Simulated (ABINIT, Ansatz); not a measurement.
# CdH2O2 (P-3m1): G0W0 on several meshes in ABINIT

Aim: the GW shift of CdH2O2 (P-3m1) against the k mesh.

Program: ABINIT 10.8.3. Level of theory: PBEsol and many-body steps on it, plane waves. Results are calculated unless marked as measured.

## (1) The starting structure

Symmetry: P-3m1, No. 164, trigonal system. Conventional cell: a = 3.516 Å, b = 3.516 Å, c = 4.643 Å, α = 90.00°, β = 90.00°, γ = 120.00°. Nearest to Cd lie 6 O at 2.32 Å. H has 1 O at 0.97 Å nearest. Nearest to O lie 1 H at 0.97 Å and 3 Cd at 2.32 Å. Farther neighbours and most contacts between anions are not listed.

The cell and positions are those that the Materials Project relaxed with its own functionals (PBE, PBE+U or r2SCAN), kept fixed.

## (2) Empty states on the mesh, 3×3×2 mesh, 105 bands

This step: ABINIT 10.8.3; DFT, PBEsol, plane waves, norm-conserving pseudopotentials.

The sums over transitions need many empty states on a uniform mesh; this step solves for them.

run.abi

```
acell 3*1.0 Angstrom
rprim 
  3.515525964753 0.000000000011 0.000000000000
  -1.757762982386 3.044534793135 0.000000000000
  0.000000000000 0.000000000000 4.642979290000
ntypat 3
znucl 48 1 8
natom 5
typat 1 2 2 3 3
xred 
  0.000000000000 0.000000000000 0.000000000000
  0.666666666667 0.333333333333 0.550960720000
  0.333333333333 0.666666666667 0.449039280000
  0.666666666667 0.333333333333 0.759372000000
  0.333333333333 0.666666666667 0.240628000000
pp_dirpath "pseudos"
pseudos "Cd.upf, H.upf, O.upf"
ecut 47
ngkpt 3 3 2
nshiftk 1
shiftk 0 0 0
kptopt 1
chksymbreak 0
iscf -2
irdden 1
istwfk *1
nband 105
nbdbuf 8
tolwfr 1e-09
nstep 60
prtvol 0
indata_prefix "in"
outdata_prefix "out"
tmpdata_prefix "tmp"
```

Command:

```
$ OMP_NUM_THREADS=1 mpirun -n 4 abinit run.abi > log
```

Numbers of over 12 decimals in the logs are rounded to 6 here.

What it wrote:

```text
.Version 10.8.3 of ABINIT. v10.8.2 released Aug 2026.

 Symmetries : space group P-3 m 1 (#164); Bravais hP (primitive hexag.)
[... echo of the input left out ...]
== DATASET  1 ==================================================================
-   mpi_nproc: 4, omp_nthreads: 1 (-1 if OMP is not activated)

--- !DatasetInfo
iteration_state: {dtset: 1, }
dimensions: {natom: 5, nkpt: 6, mband: 105, nsppol: 1, nspinor: 1, nspden: 1, mpw: 5160, }
cutoff_energies: {ecut:  47.0, pawecutdg:  -1.0, }
[...]
2.61092    2.61092    2.61491    2.63357    2.63357    2.67574    2.67932    2.70924
   2.75071    2.75071    2.77170    2.83069    2.83069    2.83581    2.83581    2.86253
   2.86257
 prteigrs : prtvol=0 or 1, do not print more k-points.

== END DATASET(S) ==============================================================
================================================================================

 -outvars: echo values of variables after computation  --------
            nband         105
             nkpt           6
          spgroup         164
 [... the other variables as echoed above ...]

 Calculation completed.
```

Elapsed: 37 s, on 4 MPI ranks of Arm Neoverse V2, shared host; peak memory 0.34 GiB.

Numbers from this step:

| Item | Value |
| --- | --- |
| gap | 1.704 eV |
| k of the valence top | 0, 0, 0.5 |
| k of the conduction bottom | 0, 0, 0 |
| least direct gap | 1.983 eV |
| k points computed | 6 |
| lowest point of the top converged band, above the valence top | 71.8089 eV |

On this mesh the gap is 1.704 eV.

The density comes from a self-consistent run that is not shown.

## (3) Screening, 3×3×2 mesh, 49 bands, screening to 114.3 eV

The RPA dielectric matrix is built and inverted for each q.

This step: RPA screening on PBEsol, plane waves, norm-conserving pseudopotentials.

run.abi, as its differences from that of step 2:

```diff
@@ -23,10 +23,11 @@
 chksymbreak 0
-iscf -2
-irdden 1
 istwfk *1
-nband 105
-nbdbuf 8
-tolwfr 1e-09
-nstep 60
-prtvol 0
+occopt 1
+irdwfk 1
+optdriver 3
+nband 49
+ecuteps 4.2
+inclvkb 2
+awtr 1
+symchi 1
 indata_prefix "in"
```

What it wrote:

```text
.Version 10.8.3 of ABINIT. v10.8.2 released Aug 2026.

 Symmetries : space group P-3 m 1 (#164); Bravais hP (primitive hexag.)
[... echo of the input left out ...]
== DATASET  1 ==================================================================
-   mpi_nproc: 4, omp_nthreads: 1 (-1 if OMP is not activated)

--- !DatasetInfo
iteration_state: {dtset: 1, }
dimensions: {natom: 5, nkpt: 6, mband: 49, nsppol: 1, nspinor: 1, nspden: 1, mpw: 5160, }
cutoff_energies: {ecut:  47.0, pawecutdg:  -1.0, }
electrons: {nelect:   3.40000000E+01, charge:   0.00000000E+00, occopt:   1.00000000E+00, tsmear:   1.00000000E-02, }

 SCREENING: Calculation of the susceptibility and dielectric matrices

 Based on a program developped by R.W. Godby, V. Olevano, G. Onida, and L. Reining.
 Incorporated in ABINIT by V. Olevano, G.-M. Rignanese, and M. Torrent.
.Using double precision arithmetic ; gwpc =  8

[... cell and pseudopotentials left out ...]
--------------------------------------------------------------------------------

 ==== K-mesh for the wavefunctions ====
 Number of points in the irreducible wedge :     6
[... list of points left out ...]
 Together with 12 symmetry operations and time-reversal symmetry
 yields    18 points in the full Brillouin Zone.

 ==== Q-mesh for the screening function ====
 Number of points in the irreducible wedge :     6
[... list of points left out ...]
 Together with 12 symmetry operations and time-reversal symmetry
 yields    18 points in the full Brillouin Zone.

 setmesh: FFT mesh size selected  =    24x   24x   36
          total number of points  =        20736

 vcoul_init : cutoff-mode = AUXILIARY_FUNCTION
 q-points for optical limit:   1
     1)      0.000010    0.000020    0.000030

- screening: taking advantage of time-reversal symmetry
- Maximum band index for partially occupied states nbvw = 17
- Remaining bands to be divided among processors   nbcw = 32
- Number of bands treated by each node ~8

 Number of electrons calculated from density =   34.0000; Expected =   34.0000
 average of density, n =  0.101385
 r_s =    1.3304
 omega_plasma =   30.7145 [eV]

 calculating chi0 at frequencies [eV] :
  1    0.000000E+00    0.000000E+00
  2    0.000000E+00    3.071445E+01

--------------------------------------------------------------------------------
  q-point number  1        q = ( 0.000000, 0.000000, 0.000000) [r.l.u.]
--------------------------------------------------------------------------------
[... chi0 elements left out ...]
 For q-point:  0.000010 0.000020 0.000030
  dielectric constant =   3.9088
  dielectric constant without local fields =   4.1180

  Average fulfillment of the sum rule on Im[epsilon] for q-point    1 :     31.93  [%]
[... wings left out ...]
  q-point number  2        q = ( 0.333333, 0.000000, 0.000000) [r.l.u.]
--------------------------------------------------------------------------------
[... chi0 elements left out ...]
  Average fulfillment of the sum rule on Im[epsilon] for q-point    2 :     40.91  [%]

 [... 4 further q-points ...]
```

The job ended after 6.3 s (4 MPI ranks; peak memory 0.65 GiB; 25 s of CPU time).

This step gave:

| Property | Result |
| --- | --- |
| ε∞ with local fields, on this mesh, along the program's q direction | 3.909 |
| the same without local fields | 4.118 |
| plasma frequency | 30.71 eV |
| plane waves in the screening matrix | 135 |

Local fields lower ε∞ by 5 %. On a Γ-centred mesh this coarse the value itself is usually too large, while a short band sum pulls it down.

## (4) 3×3×2

The self-energy is evaluated for the states that the input lists, and the levels follow from it, in one-shot runs by the linearised quasiparticle equation.

This step: G0W0 on PBEsol, plane waves, norm-conserving pseudopotentials.

run.abi, as its differences from that of step 3:

```diff
@@ -26,8 +26,17 @@
 irdwfk 1
-optdriver 3
+optdriver 4
 nband 49
+gwcalctyp 0
+ecutsigx 47
+symsigma 1
+nkptgw 2
+kptgw 
+  0.0000000000 0.0000000000 0.5000000000
+  0.0000000000 0.0000000000 0.0000000000
+bdgw 
+  16 19
+  16 19
 ecuteps 4.2
-inclvkb 2
-awtr 1
-symchi 1
+irdscr 1
+ppmodel 1
 indata_prefix "in"
```

What it wrote:

```text
.Version 10.8.3 of ABINIT. v10.8.2 released Aug 2026.

 Symmetries : space group P-3 m 1 (#164); Bravais hP (primitive hexag.)
[... echo of the input left out ...]
== DATASET  1 ==================================================================
-   mpi_nproc: 4, omp_nthreads: 1 (-1 if OMP is not activated)

--- !DatasetInfo
iteration_state: {dtset: 1, }
dimensions: {natom: 5, nkpt: 6, mband: 49, nsppol: 1, nspinor: 1, nspden: 1, mpw: 5160, }
cutoff_energies: {ecut:  47.0, pawecutdg:  -1.0, }
electrons: {nelect:   3.40000000E+01, charge:   0.00000000E+00, occopt:   1.00000000E+00, tsmear:   1.00000000E-02, }

 SIGMA: Calculation of the GW corrections

 Based on a program developped by R.W. Godby, V. Olevano, G. Onida, and L. Reining.
 Incorporated in ABINIT by V. Olevano, G.-M. Rignanese, and M. Torrent.
.Using double precision arithmetic ; gwpc =  8

[... cell and pseudopotentials left out ...]
--------------------------------------------------------------------------------

 ==== K-mesh for the wavefunctions ====
 Number of points in the irreducible wedge :     6
[... list of points left out ...]
 Together with 12 symmetry operations and time-reversal symmetry
 yields    18 points in the full Brillouin Zone.

 ==== Q-mesh for screening function ====
 Number of points in the irreducible wedge :     6
[... list of points left out ...]
 Together with 12 symmetry operations and time-reversal symmetry
 yields    18 points in the full Brillouin Zone.

 vcoul_init : cutoff-mode = AUXILIARY_FUNCTION
 q-points for optical limit:   1
     1)      0.000010    0.000020    0.000030
 setmesh: FFT mesh size selected  =    36x   36x   60
          total number of points  =        77760

 Number of electrons calculated from density =   34.0000; Expected =   34.0000
 average of density, n =  0.101385
 r_s =    1.3304
 omega_plasma =   30.7145 [eV]

 === KS Band Gaps ===
  >>>> For spin  1
   Minimum direct gap =   1.9829 [eV], located at k-point      :   0.0000  0.0000  0.0000
   Fundamental gap    =   1.7039 [eV], Top of valence bands at :   0.0000  0.0000  0.5000
                                       Bottom of conduction at :   0.0000  0.0000  0.0000
 SIGMA fundamental parameters:
 PLASMON POLE MODEL  1
 number of plane-waves for SigmaX                 5133
 number of plane-waves for SigmaC and W            135
 number of plane-waves for wavefunctions          5133
 number of bands                                    49
 number of independent spin polarizations            1
 number of spinorial components                      1
 number of k-points in IBZ                           6
 number of q-points in IBZ                           6
 number of symmetry operations                      12
 number of k-points in BZ                           18
 number of q-points in BZ                           18
 number of frequencies for dSigma/dE                 9
 frequency step for dSigma/dE [eV]                0.25
 number of omega for Sigma on real axis              0
 max omega for Sigma on real axis  [eV]           0.00
 zcut for avoiding poles [eV]                     0.10

 EPSILON^-1 parameters (SCR file):
 dimension of the eps^-1 matrix on file            135
 dimension of the eps^-1 matrix used               135
 number of plane-waves for wavefunctions          5133
 number of bands                                    49
 number of q-points in IBZ                           6
 number of frequencies                               2
 number of real frequencies                          1
 number of imag frequencies                          1

 matrix elements of self-energy operator (all in [eV])

 Perturbative Calculation

--- !SelfEnergy_ee
iteration_state: {dtset: 1, }
kpoint     : [   0.000,    0.000,    0.500, ]
spin       : 1
KS_gap     :    4.351
QP_gap     :    6.048
Delta_QP_KS:    1.697
data: !SigmaeeData |
     Band     E0 <VxcDFT>   SigX SigC(E0)      Z dSigC/dE  Sig(E)    E-E0       E
       16   3.042 -21.600 -27.187   4.959   0.793  -0.262 -22.098  -0.498   2.544
       17   3.042 -21.600 -27.187   4.959   0.793  -0.262 -22.098  -0.498   2.544
       18   7.393 -10.891  -6.212  -3.265   0.849  -0.178  -9.692   1.199   8.592
       19   7.401 -15.175 -10.155  -2.955   0.835  -0.198 -13.451   1.724   9.125

--- !SelfEnergy_ee
iteration_state: {dtset: 1, }
kpoint     : [   0.000,    0.000,    0.000, ]
spin       : 1
KS_gap     :    1.983
QP_gap     :    3.719
Delta_QP_KS:    1.736
data: !SigmaeeData |
     Band     E0 <VxcDFT>   SigX SigC(E0)      Z dSigC/dE  Sig(E)    E-E0       E
       16   2.763 -21.231 -26.899   4.954   0.792  -0.262 -21.796  -0.565   2.197
       17   2.763 -21.231 -26.899   4.954   0.792  -0.262 -21.796  -0.565   2.197
       18   4.745 -12.230  -7.885  -2.963   0.847  -0.181 -11.060   1.171   5.916
       19   9.234  -9.581  -4.726  -3.411   0.856  -0.169  -8.345   1.236  10.470

== END DATASET(S) ==============================================================
================================================================================

 -outvars: echo values of variables after computation  --------
           etotal      0.0000000000E+00
            nband          49
             nkpt           6
          spgroup         164
 [... the other variables as echoed above ...]

 Calculation completed.
```

The job ended after 3 s (4 MPI ranks; peak memory 0.16 GiB; 12 s of CPU time).

This step gave:

```
G0W0 gap on the points computed              : 3.372 eV
starting gap on the mesh                     : 1.704 eV
k of the valence top                         : 0, 0, 0.5
k of the conduction bottom                   : 0, 0, 0
Z at the valence top                         : 0.793
Z at the conduction bottom                   : 0.847
least direct G0W0 gap on the computed points : 3.719 eV
```

The gap on the mesh goes from 1.70 eV to 3.37 eV, a correction of +1.67 eV.

## (5) Empty states on the mesh, 3×3×4 mesh, 53 bands

This step: DFT, PBEsol, plane waves, norm-conserving pseudopotentials.

run.abi, as its differences from that of step 4:

```diff
@@ -18,3 +18,3 @@
 ecut 47
-ngkpt 3 3 2
+ngkpt 3 3 4
 nshiftk 1
@@ -23,20 +23,10 @@
 chksymbreak 0
+iscf -2
+irdden 1
 istwfk *1
-occopt 1
-irdwfk 1
-optdriver 4
-nband 49
-gwcalctyp 0
-ecutsigx 47
-symsigma 1
-nkptgw 2
-kptgw 
-  0.0000000000 0.0000000000 0.5000000000
-  0.0000000000 0.0000000000 0.0000000000
-bdgw 
-  16 19
-  16 19
-ecuteps 4.2
-irdscr 1
-ppmodel 1
+nband 53
+nbdbuf 4
+tolwfr 1e-09
+nstep 60
+prtvol 0
 indata_prefix "in"
```

What it wrote:

```text
.Version 10.8.3 of ABINIT. v10.8.2 released Aug 2026.

 Symmetries : space group P-3 m 1 (#164); Bravais hP (primitive hexag.)
[... echo of the input left out ...]
== DATASET  1 ==================================================================
-   mpi_nproc: 4, omp_nthreads: 1 (-1 if OMP is not activated)

--- !DatasetInfo
iteration_state: {dtset: 1, }
dimensions: {natom: 5, nkpt: 10, mband: 53, nsppol: 1, nspinor: 1, nspden: 1, mpw: 5177, }
cutoff_energies: {ecut:  47.0, pawecutdg:  -1.0, }
[...]
1.03769    1.06011    1.06011    1.09667    1.12133    1.12133    1.25060    1.39197
   1.39197    1.42362    1.42362    1.49242    1.49687    1.59659    1.59659    1.63173
   1.63173    1.65286    1.68801    1.68801    1.70175
 prteigrs : prtvol=0 or 1, do not print more k-points.

== END DATASET(S) ==============================================================
================================================================================

 -outvars: echo values of variables after computation  --------
            nband          53
             nkpt          10
          spgroup         164
 [... the other variables as echoed above ...]

 Calculation completed.
```

Elapsed: 24 s, on 4 MPI ranks; peak memory 0.32 GiB; 95 s of CPU time.

This step gave:

```yaml
gap: 1.704 eV
k_of_the_valence_top: 0, 0, 0.5
k_of_the_conduction_bottom: 0, 0, 0
least_direct_gap: 1.983 eV
k_points_computed: 10
lowest_point_of_the_top_converged_band_above_the_valence_top: 37.08 eV
```

On this mesh the gap is 1.704 eV.

## (6) Screening, 3×3×4 mesh, 49 bands, screening to 114.3 eV

This step: RPA screening on PBEsol, plane waves, norm-conserving pseudopotentials.

run.abi, as its differences from that of step 5:

```diff
@@ -23,10 +23,11 @@
 chksymbreak 0
-iscf -2
-irdden 1
 istwfk *1
-nband 53
-nbdbuf 4
-tolwfr 1e-09
-nstep 60
-prtvol 0
+occopt 1
+irdwfk 1
+optdriver 3
+nband 49
+ecuteps 4.2
+inclvkb 2
+awtr 1
+symchi 1
 indata_prefix "in"
```

What it wrote:

```text
.Version 10.8.3 of ABINIT. v10.8.2 released Aug 2026.

 Symmetries : space group P-3 m 1 (#164); Bravais hP (primitive hexag.)
[... echo of the input left out ...]
== DATASET  1 ==================================================================
-   mpi_nproc: 4, omp_nthreads: 1 (-1 if OMP is not activated)

--- !DatasetInfo
iteration_state: {dtset: 1, }
dimensions: {natom: 5, nkpt: 10, mband: 49, nsppol: 1, nspinor: 1, nspden: 1, mpw: 5177, }
cutoff_energies: {ecut:  47.0, pawecutdg:  -1.0, }
electrons: {nelect:   3.40000000E+01, charge:   0.00000000E+00, occopt:   1.00000000E+00, tsmear:   1.00000000E-02, }

 SCREENING: Calculation of the susceptibility and dielectric matrices

 Based on a program developped by R.W. Godby, V. Olevano, G. Onida, and L. Reining.
 Incorporated in ABINIT by V. Olevano, G.-M. Rignanese, and M. Torrent.
.Using double precision arithmetic ; gwpc =  8

[... cell and pseudopotentials left out ...]
--------------------------------------------------------------------------------

 ==== K-mesh for the wavefunctions ====
 Number of points in the irreducible wedge :    10
[... list of points left out ...]
 Together with 12 symmetry operations and time-reversal symmetry
 yields    36 points in the full Brillouin Zone.

 ==== Q-mesh for the screening function ====
 Number of points in the irreducible wedge :    10
[... list of points left out ...]
 Together with 12 symmetry operations and time-reversal symmetry
 yields    36 points in the full Brillouin Zone.

 setmesh: FFT mesh size selected  =    24x   24x   36
          total number of points  =        20736

 vcoul_init : cutoff-mode = AUXILIARY_FUNCTION
 q-points for optical limit:   1
     1)      0.000010    0.000020    0.000030

- screening: taking advantage of time-reversal symmetry
- Maximum band index for partially occupied states nbvw = 17
- Remaining bands to be divided among processors   nbcw = 32
- Number of bands treated by each node ~8

 Number of electrons calculated from density =   34.0000; Expected =   34.0000
 average of density, n =  0.101385
 r_s =    1.3304
 omega_plasma =   30.7145 [eV]

 calculating chi0 at frequencies [eV] :
  1    0.000000E+00    0.000000E+00
  2    0.000000E+00    3.071445E+01

--------------------------------------------------------------------------------
  q-point number  1        q = ( 0.000000, 0.000000, 0.000000) [r.l.u.]
--------------------------------------------------------------------------------
[... chi0 elements left out ...]
 For q-point:  0.000010 0.000020 0.000030
  dielectric constant =   3.9132
  dielectric constant without local fields =   4.1221

  Average fulfillment of the sum rule on Im[epsilon] for q-point    1 :     31.98  [%]
[... wings left out ...]
  q-point number  2        q = ( 0.333333, 0.000000, 0.000000) [r.l.u.]
--------------------------------------------------------------------------------
[... chi0 elements left out ...]
  Average fulfillment of the sum rule on Im[epsilon] for q-point    2 :     41.04  [%]

 [... 8 further q-points ...]
```

Wall time 13 s (4 MPI ranks); peak memory 0.8 GiB; 53 s of CPU time.

This step gave:

- ε∞ with local fields, on this mesh, along the program's q direction: 3.913
- the same without local fields: 4.122
- plasma frequency: 30.71 eV
- plane waves in the screening matrix: 135

(Part 1 of 2 ends here.)

[Paths, hosts, dates, memory and timing lines, banners, echoed tables and standing remarks are left out of the program output.]

[Logs are printed without paths, hosts, clocks, repeated set-up lines and the standing remarks that a program may print on its own settings, such as how far it seeks lower states.]

[Runs of the session that timed out or met a known fault of the program may be left out.]

[Hosts, paths, dates, database ids (printed as entryN), source tags and the programs' standing remarks are cut or masked in the printed files.]

[G0W0 gaps are taken among the corrected bands and points alone; a level outside them can change the order at an edge.]

[Where Ansatz stands beside ABINIT at settings called matched, ABINIT's density can come from a denser mesh and the files from another edition; pairs whose starting gaps differed by over 0.03 eV were left out, so agreement reads better than it is.]
